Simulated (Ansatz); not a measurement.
## SnSe2 (model cell, started as rutile): phonons and vibrational spectra

Wanted: phonon frequencies of SnSe2 (model cell, started as rutile) and what follows from them.

Method: DFT r2SCAN, scalar-relativistic, plane waves, PAW, in Ansatz 0.2.0.

The structure was built from a prototype and need not be the compound's stable phase.

## (1) The structure

It takes space group P4_2/mnm (No. 136, tetragonal). Conventional cell: a = 6.221 Å, b = 6.221 Å, c = 4.013 Å, α = 90.00°, β = 90.00°, γ = 90.00°. Nearest to Sn lie 6 Se at 2.64 to 2.68 Å. Nearest to Se lie 3 Sn at 2.64 to 2.68 Å. Farther neighbours and most contacts between anions are not listed.

## (2) Relaxation, k-mesh 6×6×8, smearing width 0.02 eV

Harmonic phonons are second derivatives at a point where the forces vanish, and they are wanted at zero stress, so atoms and cell are relaxed first.

Input file input.yaml:

```yaml
crystal:
  lattice:
    - [6.2211, 0.0, 0.0]
    - [0.0, 6.2211, 0.0]
    - [0.0, 0.0, 4.01261]
  atoms:
    - { symbol: Sn, position: [0.0, 0.0, 0.0] }
    - { symbol: Sn, position: [0.5, 0.5, 0.5] }
    - { symbol: Se, position: [0.305, 0.305, 0.0] }
    - { symbol: Se, position: [0.695, 0.695, 0.0] }
    - { symbol: Se, position: [0.805, 0.195, 0.5] }
    - { symbol: Se, position: [0.195, 0.805, 0.5] }
kpoints:
  mp_grid: { grid: [6, 6, 8] }
hamiltonian:
  xc: r2scan
scf:
  occupations: { method: gaussian, width: 0.02 }
output:
  forces: true
  stress: true
  eigenvalues: true
  write_density: true
  write_potential: true
  elf: true
  volumetric_format: npy
relax:
  adjacent_minimum: "off"
  f_tol: 0.005
  max_steps: 80
  cell: { stress_tol: 0.05 }
```

Command:

```bash
$ ansatz run input.yaml --threads 8 --pin off --max-ram 14336MiB --backend cpu --events-out ev --progress --plain --runs-dir out
```

Numbers of over 12 decimals in the logs are rounded to 6 here.

Log:

```text
Engine: ansatz 0.2.0, aarch64-unknown-linux-gnu
Pseudopotentials: kind: paw
Pseudopotential: Sn, paw, valence charge 14, recommended cutoff 500 eV (meta_gga), Sn.paw.azcp
Pseudopotential: Se, paw, valence charge 16, recommended cutoff 500 eV (meta_gga), Se.paw.azcp
Functional definition: r2SCAN
  parameter k0 = 0.174
  parameter k1 = 0.065
  parameter a1 = 4.9479
  exchange = r2scan_x(k0 = k0, k1 = k1, a1 = a1)
  correlation = r2scan_c
Crystal: 6 atoms, lattice volume = 155.296 Å³
Basis set: ecut = 500 eV, 4011 PW (Γ), exchange–correlation on 192×192×120 points (64 copies of the dense FFT grid, shifted against one another)
Bands: 56, of which v1, the nominal top of the filled ones, is band 46 counted from 1 (45 counted from 0)
Symmetry: 16 space group operations
Space group: P42/mnm (ITA 136), of the structure as read, at distance tolerance 5.4e-5 Å
k-points: 50 of 288
Non-local potential: Sn, projectors of the file, l = 0: 2, l = 1: 2, l = 2: 2, l = 3: 2
Non-local potential: Se, projectors of the file, l = 0: 2, l = 1: 2, l = 2: 3, l = 3: 1
PAW form: soft (Blöchl's): semilocal exchange-correlation on the pseudo side does not see the compensation charge
PAW frozen core: Sn, regenerated for the run's functional (the file was generated under x = pbe(κ = 0.804, μ = 0.219515), c = pbe(β = 0.066725))
PAW frozen core: Se, regenerated for the run's functional (the file was generated under x = pbe(κ = 0.804, μ = 0.219515), c = pbe(β = 0.066725))
PAW one-centre angular grid: Sn, 590 points (default); XC on 249 of its mesh's 2787 points in the sphere
PAW one-centre angular grid: Se, 590 points (default); XC on 160 Gauss nodes
Initial density: superposition of atomic densities (neutral atoms: chi_scale 0, normalization atom), corrected by the library's trained network
Initial wavefunctions: pseudopotential atomic-orbital guess
Functional: x = r2scan, c = r2scan; τ floored in thin density (d = 2e-4 eV/Å³)
SCF iter   1: F=—  HF=-33990.907951 eV  |F-HF|=—  |Δ(HF+E_count)|=         —  Δρ=6.87e-3  dr2=8.51e-2  dr2_τ=1.92e-2  ethr=1.77e-3  ⟨swp⟩=6.5  Hψ=10827  notcnv=0  defer=15
preconditioner: auto → LDOS  [insulator: Δε(μ)=0.061 eV  Ē_g=10.816 eV  σ=0.020 eV  W_gap=0.50  n_scr=38 (ndim 8)  ℏωp=16.9 eV  f_vac=0.083  D(μ)=1.57/eV (n_scr^D=4)  ε∞_Penn≈3.4  β→1.0]
SCF iter   2: F=—  HF=-33990.960919 eV  |F-HF|=—  |Δ(HF+E_count)|=   5.30e-2  Δρ=4.23e-3  dr2=5.89e-2  dr2_τ=1.70e-3  ethr=9.25e-5  ⟨swp⟩=3.0  Hψ=6188  notcnv=0  defer=180
SCF iter   3: F=—  HF=-33990.935536 eV  |F-HF|=—  |Δ(HF+E_count)|=   2.54e-2  Δρ=8.32e-4  dr2=2.14e-3  dr2_τ=4.43e-5  ethr=6.40e-5  ⟨swp⟩=3.0  Hψ=5553  notcnv=0  defer=180
SCF iter   4: F=—  HF=-33990.934905 eV  |F-HF|=—  |Δ(HF+E_count)|=   6.30e-4  Δρ=1.76e-4  dr2=3.72e-5  dr2_τ=1.07e-6  ethr=2.33e-6  ⟨swp⟩=2.0  Hψ=4240  notcnv=0  defer=180
SCF iter   5: F=—  HF=-33990.934907 eV  |F-HF|=—  |Δ(HF+E_count)|=   1.50e-6  Δρ=3.99e-5  dr2=2.53e-6  dr2_τ=1.21e-7  ethr=4.04e-8  ⟨swp⟩=2.0  Hψ=4906  notcnv=0  defer=180
SCF iter   6: F=—  HF=-33990.934908 eV  |F-HF|=—  |Δ(HF+E_count)|=   1.23e-6  Δρ=1.14e-5  dr2=1.82e-7  dr2_τ=4.74e-9  ethr=2.75e-9  ⟨swp⟩=2.0  Hψ=3921  notcnv=0  defer=180
SCF iter   7: F=-33990.934908 eV  HF=-33990.934908 eV  |F-HF|=4.26e-9  |Δ(HF+E_count)|=   8.18e-8  Δρ=3.70e-6  dr2=2.83e-8  dr2_τ=4.99e-10  ethr=1.09e-10  ⟨swp⟩=14.1  Hψ=19451  notcnv=0
SCF 1 converged in 7 iterations: F = -33990.934908 eV  dr2 = 2.83e-8
  greatest PAW one-centre occupation: 1.000 electrons in one spin orbital (limit 2), on the Se atom at site 3 (counted from 0), in its partial waves of l = 2
relax step   1: F+E_penalty+E_count = -33990.93490800 eV  Δ(F+E_penalty+E_count) = +0.000e0 eV  max|allowed force component| = 4.678e-2 eV/Å  Δτ_max = 0.0000 Å  P = +4.227 GPa  Ω = 155.296 Å³  (7 SCF iters, dr2 threshold 1.00e-7 eV, accepted)
Crystal: 6 atoms, lattice volume = 173.917 Å³
Basis set: ecut = 500 eV, 4411 PW (Γ), exchange–correlation on 192×192×120 points (64 copies of the dense FFT grid, shifted against one another)
Initial density: handed on by an earlier stage of this run
Initial wavefunctions: those handed on with the density
iter 1 solved again at ethr=4.69e-5 eV; its pass at ethr=3.10e-3 eV (dr2=4.32e-2 eV) is discarded
SCF iter   1: F=—  HF=-33990.532314 eV  |F-HF|=—  |Δ(HF+E_count)|=         —  Δρ=3.97e-3  dr2=4.20e-2  dr2_τ=1.14e-1  ethr=4.69e-5  ⟨swp⟩=3.0  Hψ=15564  notcnv=0
preconditioner: auto → LDOS  [insulator: Δε(μ)=0.037 eV  Ē_g=10.141 eV  σ=0.020 eV  W_gap=0.80  n_scr=38 (ndim 8)  ℏωp=15.9 eV  f_vac=0.132  D(μ)=0.93/eV (n_scr^D=4)  ε∞_Penn≈3.5  β→1.0]
SCF iter   2: F=—  HF=-33991.018001 eV  |F-HF|=—  |Δ(HF+E_count)|=   4.86e-1  Δρ=3.79e-3  dr2=6.22e-2  dr2_τ=5.86e-4  ethr=4.57e-5  ⟨swp⟩=4.6  Hψ=6072  notcnv=0
preconditioner: auto → Resta (q_TF=auto, 2.454 Å⁻¹)  ε∞=3.5  [insulator: Δε(μ)=0.143 eV  Ē_g=10.133 eV  σ=0.020 eV  W_gap=1.00  n_scr=38 (ndim 8)  ℏωp=15.9 eV  f_vac=0.117  D(μ)=0.00/eV (n_scr^D=0)  ε∞_Penn≈3.5  β→0.5]
SCF iter   3: F=—  HF=-33990.998559 eV  |F-HF|=—  |Δ(HF+E_count)|=   1.94e-2  Δρ=2.08e-3  dr2=1.01e-2  dr2_τ=3.72e-5  ethr=4.57e-5  ⟨swp⟩=3.0  Hψ=5172  notcnv=0  defer=185
SCF iter   4: F=—  HF=-33990.998821 eV  |F-HF|=—  |Δ(HF+E_count)|=   2.62e-4  Δρ=1.12e-3  dr2=4.29e-3  dr2_τ=1.91e-4  ethr=1.10e-5  ⟨swp⟩=3.0  Hψ=4019  notcnv=0  defer=185
SCF iter   5: F=—  HF=-33990.998049 eV  |F-HF|=—  |Δ(HF+E_count)|=   7.72e-4  Δρ=6.07e-4  dr2=1.19e-3  dr2_τ=5.83e-6  ethr=4.66e-6  ⟨swp⟩=2.5  Hψ=4219  notcnv=0  defer=185
SCF iter   6: F=—  HF=-33990.997829 eV  |F-HF|=—  |Δ(HF+E_count)|=   2.20e-4  Δρ=3.01e-4  dr2=2.63e-4  dr2_τ=2.61e-6  ethr=1.29e-6  ⟨swp⟩=2.0  Hψ=3876  notcnv=0  defer=185
SCF iter   7: F=—  HF=-33990.997766 eV  |F-HF|=—  |Δ(HF+E_count)|=   6.25e-5  Δρ=2.96e-5  dr2=3.47e-6  dr2_τ=9.23e-8  ethr=2.85e-7  ⟨swp⟩=2.0  Hψ=3381  notcnv=0  defer=185
SCF iter   8: F=-33990.997766 eV  HF=-33990.997766 eV  |F-HF|=6.47e-8  |Δ(HF+E_count)|=   5.32e-7  Δρ=4.97e-6  dr2=7.97e-8  dr2_τ=7.11e-10  ethr=6.52e-10  ⟨swp⟩=12.8  Hψ=23535  notcnv=0
SCF 2 converged in 8 iterations: F = -33990.997766 eV  dr2 = 7.97e-8
  greatest PAW one-centre occupation: 1.000 electrons in one spin orbital (limit 2), on the Se atom at site 5 (counted from 0), in its partial waves of l = 2
relax step   2: F+E_penalty+E_count = -33990.99776569 eV  Δ(F+E_penalty+E_count) = -6.286e-2 eV  max|allowed force component| = 2.140e-1 eV/Å  Δτ_max = 0.0075 Å  P = -2.668 GPa  Ω = 173.917 Å³  energy of the carried Pulay correction = -7.641e-4 eV  (8 SCF iters, dr2 threshold 6.00e-7 eV, accepted)
Crystal: 6 atoms, lattice volume = 167.005 Å³
Basis set: ecut = 500 eV, 4243 PW (Γ), exchange–correlation on 192×192×120 points (64 copies of the dense FFT grid, shifted against one another)
iter 1 solved again at ethr=6.30e-6 eV; its pass at ethr=3.10e-3 eV (dr2=5.79e-3 eV) is discarded
SCF iter   1: F=—  HF=-33991.024576 eV  |F-HF|=—  |Δ(HF+E_count)|=         —  Δρ=1.50e-3  dr2=5.33e-3  dr2_τ=1.54e-2  ethr=6.30e-6  ⟨swp⟩=3.7  Hψ=14001  notcnv=0
preconditioner: auto → LDOS  [insulator: Δε(μ)=0.029 eV  Ē_g=10.401 eV  σ=0.020 eV  W_gap=0.68  n_scr=38 (ndim 8)  ℏωp=16.3 eV  f_vac=0.105  D(μ)=1.28/eV (n_scr^D=4)  ε∞_Penn≈3.4  β→1.0]
SCF iter   2: F=—  HF=-33991.075175 eV  |F-HF|=—  |Δ(HF+E_count)|=   5.06e-2  Δρ=1.20e-3  dr2=6.15e-3  dr2_τ=4.22e-5  ethr=5.80e-6  ⟨swp⟩=3.4  Hψ=5904  notcnv=0
SCF iter   3: F=—  HF=-33991.073284 eV  |F-HF|=—  |Δ(HF+E_count)|=   1.89e-3  Δρ=5.10e-4  dr2=6.08e-4  dr2_τ=2.42e-6  ethr=5.80e-6  ⟨swp⟩=2.0  Hψ=4601  notcnv=0
SCF iter   4: F=—  HF=-33991.073303 eV  |F-HF|=—  |Δ(HF+E_count)|=   1.90e-5  Δρ=2.37e-4  dr2=1.19e-4  dr2_τ=3.62e-6  ethr=6.61e-7  ⟨swp⟩=2.0  Hψ=3601  notcnv=0
SCF iter   5: F=—  HF=-33991.073269 eV  |F-HF|=—  |Δ(HF+E_count)|=   3.42e-5  Δρ=4.13e-5  dr2=4.56e-6  dr2_τ=4.84e-8  ethr=1.30e-7  ⟨swp⟩=3.0  Hψ=5128  notcnv=0
SCF iter   6: F=-33991.073269 eV  HF=-33991.073269 eV  |F-HF|=3.92e-8  |Δ(HF+E_count)|=   2.37e-7  Δρ=7.53e-6  dr2=4.72e-8  dr2_τ=2.27e-9  ethr=6.52e-10  ⟨swp⟩=8.3  Hψ=20685  notcnv=0
SCF 3 converged in 6 iterations: F = -33991.073269 eV  dr2 = 4.72e-8
relax step   3: F+E_penalty+E_count = -33991.07326876 eV  Δ(F+E_penalty+E_count) = -7.550e-2 eV  max|allowed force component| = 3.657e-2 eV/Å  Δτ_max = 0.0145 Å  P = -0.430 GPa  Ω = 167.005 Å³  energy of the carried Pulay correction = -4.907e-4 eV  (6 SCF iters, dr2 threshold 6.00e-7 eV, accepted)
[...]
relax step   4: F+E_penalty+E_count = -33991.07635817 eV  Δ(F+E_penalty+E_count) = -3.089e-3 eV  max|allowed force component| = 3.404e-2 eV/Å  Δτ_max = 0.0005 Å  P = -0.273 GPa  Ω = 166.665 Å³  energy of the carried Pulay correction = -4.770e-4 eV  (4 SCF iters, dr2 threshold 6.00e-7 eV, accepted)
[...]
relax step   5: F+E_penalty+E_count = -33991.08257112 eV  Δ(F+E_penalty+E_count) = -6.213e-3 eV  max|allowed force component| = 1.857e-2 eV/Å  Δτ_max = 0.0092 Å  P = +0.252 GPa  Ω = 166.177 Å³  energy of the carried Pulay correction = -4.572e-4 eV  (6 SCF iters, dr2 threshold 6.00e-7 eV, accepted)
[...]
relax step   6: F+E_penalty+E_count = -33991.08301163 eV  Δ(F+E_penalty+E_count) = -4.405e-4 eV  max|allowed force component| = 1.160e-2 eV/Å  Δτ_max = 0.0030 Å  P = +0.045 GPa  Ω = 166.605 Å³  energy of the carried Pulay correction = -4.745e-4 eV  (4 SCF iters, dr2 threshold 1.94e-7 eV, accepted)
[...]
relax step   7: F+E_penalty+E_count = -33991.08311153 eV  Δ(F+E_penalty+E_count) = -9.990e-5 eV  max|allowed force component| = 6.228e-4 eV/Å  Δτ_max = 0.0020 Å  P = +0.007 GPa  Ω = 166.839 Å³  energy of the carried Pulay correction = -4.840e-4 eV  (5 SCF iters, dr2 threshold 8.41e-9 eV, accepted)
Initial wavefunctions: pseudopotential atomic-orbital guess (no wavefunctions were taken with the density)
iter 1 solved again at ethr=2.32e-7 eV; its pass at ethr=3.10e-3 eV (dr2=2.13e-4 eV) is discarded
SCF iter   1: F=—  HF=-33991.080828 eV  |F-HF|=—  |Δ(HF+E_count)|=         —  Δρ=3.08e-4  dr2=3.41e-6  dr2_τ=1.00e-6  ethr=2.32e-7  ⟨swp⟩=3.6  Hψ=17990  notcnv=0
preconditioner: auto → LDOS  [insulator: Δε(μ)=0.090 eV  Ē_g=10.440 eV  σ=0.020 eV  W_gap=0.50  n_scr=38 (ndim 8)  ℏωp=16.3 eV  f_vac=0.109  D(μ)=1.57/eV (n_scr^D=4)  ε∞_Penn≈3.4  β→1.0]
SCF iter   2: F=—  HF=-33991.083861 eV  |F-HF|=—  |Δ(HF+E_count)|=   3.03e-3  Δρ=1.32e-5  dr2=4.10e-7  dr2_τ=1.47e-8  ethr=3.70e-9  ⟨swp⟩=3.4  Hψ=5566  notcnv=0
SCF iter   3: F=—  HF=-33991.083861 eV  |F-HF|=—  |Δ(HF+E_count)|=   5.21e-9  Δρ=4.34e-6  dr2=4.51e-8  dr2_τ=3.44e-9  ethr=4.46e-10  ⟨swp⟩=2.1  Hψ=4110  notcnv=0
SCF iter   4: F=—  HF=-33991.083861 eV  |F-HF|=—  |Δ(HF+E_count)|=   8.20e-8  Δρ=2.72e-6  dr2=2.58e-8  dr2_τ=3.08e-10  ethr=4.90e-11  ⟨swp⟩=2.0  Hψ=4101  notcnv=0
SCF iter   5: F=—  HF=-33991.083861 eV  |F-HF|=—  |Δ(HF+E_count)|=   6.97e-9  Δρ=3.59e-7  dr2=1.82e-10  dr2_τ=1.08e-11  ethr=2.80e-11  ⟨swp⟩=2.0  Hψ=4101  notcnv=0
SCF iter   6: F=-33991.083861 eV  HF=-33991.083861 eV  |F-HF|=2.91e-11  |Δ(HF+E_count)|=  3.93e-10  Δρ=1.13e-7  dr2=2.42e-11  dr2_τ=1.70e-12  ethr=1.00e-12  ⟨swp⟩=6.1  Hψ=12856  notcnv=0
SCF 8 converged in 6 iterations: F = -33991.083861 eV  dr2 = 2.42e-11
relax step   8: F+E_penalty+E_count = -33991.08386105 eV  Δ(F+E_penalty+E_count) = -7.495e-4 eV  max|allowed force component| = 6.501e-4 eV/Å  Δτ_max = 0.0000 Å  P = +0.012 GPa  Ω = 166.839 Å³  stress off target by 1.26e-2 GPa  SCF on the basis re-selected at this cell (its energy is not comparable with the rows above)  (6 SCF iters)
basis re-selected at this cell: Δ(F+E_penalty+E_count) = -7.495e-4 eV, ΔP = +0.005 GPa vs the last step (what re-selecting the basis moved, of the pressure what is left beyond the Pulay correction that the steps carried, after the strain that the cell walked since its last selection, with what the two solves' SCF thresholds leave and, on support functions, any second-order correction that the steps lacked; it is no m [...]
SCF converged after 6 iterations
Free energy (F): -33991.083861 eV
Harris-Foulkes:  -33991.083861 eV  (|F-HF|=2.91e-11)
Internal energy: -33991.083547 eV  (E = F + TS)
E sigma→0 (E₀):  -33991.083704 eV
Entropy (-TS):   -0.000314 eV (-0.052 meV/atom)
Fermi energy:    7.180228 eV
--- Per-component energies (eV) ---
  E_band       = -1892.566584
  E_kinetic    = 847.194630
  E_local      = -12449.566948  (includes V_loc(G=0)·N_el)
  E_nonlocal   = -2444.749521
  E_hartree    = 6331.027284
  E_xc         = -1138.453599
  E_vxc        = -626.383339  (∫ρ·V_xc dr)
  E_paw        = -16027.980290  (= ΣΔE_a)
  E_vpaw       = 85.461271  (= ΣTr[D̂ρ^β])
  E_aug_tail   = -0.000838  (compensation charges beyond the density's cutoff)
  E_vtau       = 33.423071  (kinetic-family band-sum trace: ∫τ·v_τ [+ j·A + Jᵃ·Aᵃ] dr)
  E_ewald      = -9102.965825
  E_core_change = -5.588441  (= ΣΔE_core)
  E_smearing   = -0.000314  (= −TS)
  E_closure    = 0.000000  (closes the sum)
  Σ components = -33991.083861   (vs F -33991.083861, Δ=0.00e0)
--- Forces (eV/Å), atoms counted from 1 ---
  atom   1  Sn    -0.00000000    -0.00000000     0.00000000
  atom   2  Sn     0.00000000     0.00000000     0.00000000
  atom   3  Se     0.00065009     0.00065009     0.00000000
  atom   4  Se    -0.00065009    -0.00065009     0.00000000
  atom   5  Se     0.00065009    -0.00065009     0.00000000
  atom   6  Se    -0.00065009     0.00065009     0.00000000
  max |Σ_I F_I| component: 5.20e-18 eV/Å
--- Stress (GPa, compression-positive) ---
        0.011514       0.000000       0.000000
        0.000000       0.011514       0.000000
        0.000000       0.000000       0.012602
  P = ⅓ Tr σ = 0.0119 GPa (0.119 kbar)
--- Band table (eV; the first three rows and the last of 50) ---
  k-point 0: bands = [... 42 lower, 6.0979, 6.0979, 6.7525, 6.7525, 7.4763, 8.7830, 10.0513, 10.0513, ... 6 higher]
  k-point 1: bands = [... 42 lower, 5.3321, 6.7948, 6.7948, 7.0812, 7.3523, 9.3784, 10.7848, 10.7848, ... 6 higher]
  k-point 2: bands = [... 42 lower, 4.6244, 6.5725, 6.5725, 6.9818, 7.6615, 9.8279, 11.5023, 11.7601, ... 6 higher]
  k-point 49: bands = [... 42 lower, 6.1472, 6.1472, 6.4269, 6.4269, 7.6896, 7.6896, 11.9561, 11.9561, ... 6 higher]
--- Relaxed structure (7 steps of the walk, 7 accepted, 1 SCFs on fresh bases) ---
  F+E_penalty+E_count = -33991.08386105 eV   max|allowed force component| = 6.501e-4 eV/Å   (the final SCF, on the basis selected at the relaxed cell)
  cell:  # Å, volume = 166.8392 Å³
    - [6.477763, 0, 0.0]
    - [0, 6.477763, 0.0]
    - [0.0, 0.0, 3.976014]
  atoms:
    - { symbol: Sn, position: [0, 1.0456692602454836e-19, 0.0] }
    - { symbol: Sn, position: [0.500000, 0.500000, 0.500000] }
    - { symbol: Se, position: [0.306790, 0.306790, 0.0] }
    - { symbol: Se, position: [0.693210, 0.693210, 0.0] }
    - { symbol: Se, position: [0.806790, 0.193210, 0.500000] }
    - { symbol: Se, position: [0.193210, 0.806790, 0.500000] }
```

Elapsed: 57 s, on 8 threads of Arm Neoverse V2, shared host; peak memory 1.4 GiB.

The steps of the relaxation:

| step | energy less that of the first step (eV) | largest force component (eV/Å) | pressure (GPa) | volume (Å³) |
| --- | --- | --- | --- | --- |
| 1 | 0.0000 | 0.0468 | 4.23 | 155.30 |
| 2 | -0.0629 | 0.2140 | -2.67 | 173.92 |
| 3 | -0.1384 | 0.0366 | -0.43 | 167.01 |
| 4 | -0.1414 | 0.0340 | -0.27 | 166.67 |
| 5 | -0.1477 | 0.0186 | 0.25 | 166.18 |
| 6 | -0.1481 | 0.0116 | 0.04 | 166.60 |
| 7 | -0.1482 | 0.0006 | 0.01 | 166.84 |
| 8* | -0.1490 | 0.0006 | 0.01 | 166.84 |

Relaxation steps marked * repeat the geometry before them on a plane-wave basis chosen anew for their cell, so energy and pressure can jump there.

Forces are held to the 16 operations that the run works with; a distortion that breaks them can't arise in this run.

```csv
"conventional cell, symmetrised",before,after,change
a (Å),6.221,6.478,+4.1 %
b (Å),6.221,6.478,+4.1 %
c (Å),4.013,3.976,-0.9 %
volume (Å³/atom),25.88,27.81,+7.4 %
```

The atoms that moved most (Å, as changes of fractional coordinates times the final cell):

```csv
atom,dx,dy,dz,length
Se4,-0.012,-0.012,0.000,0.016
Se5,0.012,-0.012,0.000,0.016
Se6,-0.012,0.012,0.000,0.016
Se3,0.012,0.012,0.000,0.016
```

Final coordinates:

```xyz
6
Lattice="6.4778 0.0000 0.0000 0.0000 6.4778 0.0000 0.0000 0.0000 3.9760" Properties=species:S:1:pos:R:3 pbc="T T T"
Sn    0.0000    0.0000    0.0000
Sn    3.2389    3.2389    1.9880
Se    1.9873    1.9873    0.0000
Se    4.4905    4.4905    0.0000
Se    5.2262    1.2516    1.9880
Se    1.2516    5.2262    1.9880
```

This step gave:

```
pressure          : 0.01188 GPa
volume per atom   : 27.81 Å³
gap on the k-mesh : 0 eV
```

Valence density in the ab plane at fractional z = 0.000, with atoms of Sn and Se within 0.2 Å of it. It is the smooth field of the valence electrons, not physical close to the nuclei.

Ten steps, logarithmic in the rise over the least value, from '0' (0 e/Å³) to '9' (34 e/Å³), each cell a mean:
```
753100000000000146
431000000000011124
110000000011221111
000000000023542110
000000000126874210
000000000136985200
000000000124663100
000000000012322100
000000000001110000
000112210000000000
000235421000000000
001268842000000000
001369852000000000
001246631000000000
111123221000000001
321111100000000013
642100000000000135
863100000000000147
```
Columns run along a (6.5 Å), rows up along b (6.5 Å). Atoms in or near the plane, at fractional coordinates: Sn at (0.00, 0.00), Se at (0.31, 0.31), Se at (0.69, 0.69).

Electrostatic potential energy in the ab plane at fractional z = 0.000, with atoms of Sn and Se within 0.2 Å of it. With pseudopotentials it is smooth inside the atoms' cores, unlike the true potential.

Ten even steps from '_' (-11 eV) to '@' (13 eV), each cell a mean:
```
@@**__==%%@@@@@@@@@@@@@@@@%%**::..@@
--__::**%%@@@@@@@@@@@@@@%%%%##==__..
..--**##%%@@@@@@@@@@%%++--==****==::
**##%%%%@@@@@@@@@@%%++______..**##**
%%%%%%@@@@@@@@@@@@##....==--__==%%%%
@@@@@@@@@@@@@@@@%%**__::++==__--%%@@
@@@@@@@@@@@@@@@@%%##::__::..__++@@@@
@@@@@@@@@@@@@@%%%%##**::__..++%%@@@@
@@@@@@@@%%%%%%%%%%%%####**##%%@@@@@@
@@@@@@%%++----**##%%%%%%%%@@@@@@@@@@
@@@@%%++______..**%%%%@@@@@@@@@@@@@@
@@@@##....==--__--%%@@@@@@@@@@@@@@@@
@@%%**..::++==__--%%@@@@@@@@@@@@@@@@
######::__::..__++%%@@@@@@@@@@%%%%%%
==++**++::....++%%@@@@@@@@@@%%##**==
____--**##**##%%@@@@@@@@@@%%%%**::__
%%--__++##%%@@@@@@@@@@@@@@%%##--__**
@@%%__==##@@@@@@@@@@@@@@@@%%**..--@@
```
Columns run along a (6.5 Å; values clipped at the 3rd and 97th percentile), rows up along b (6.5 Å). Atoms in or near the plane, at fractional coordinates: Sn at (0.00, 0.00), Se at (0.31, 0.31), Se at (0.69, 0.69).

(Continued in part 2 of 2.)

[Logs are printed without paths, hosts, clocks, repeated set-up lines and the standing remarks that a program may print on its own settings, such as how far it seeks lower states.]

[Hosts, paths, dates, database ids (printed as entryN), source tags and the programs' standing remarks are cut or masked in the printed files.]
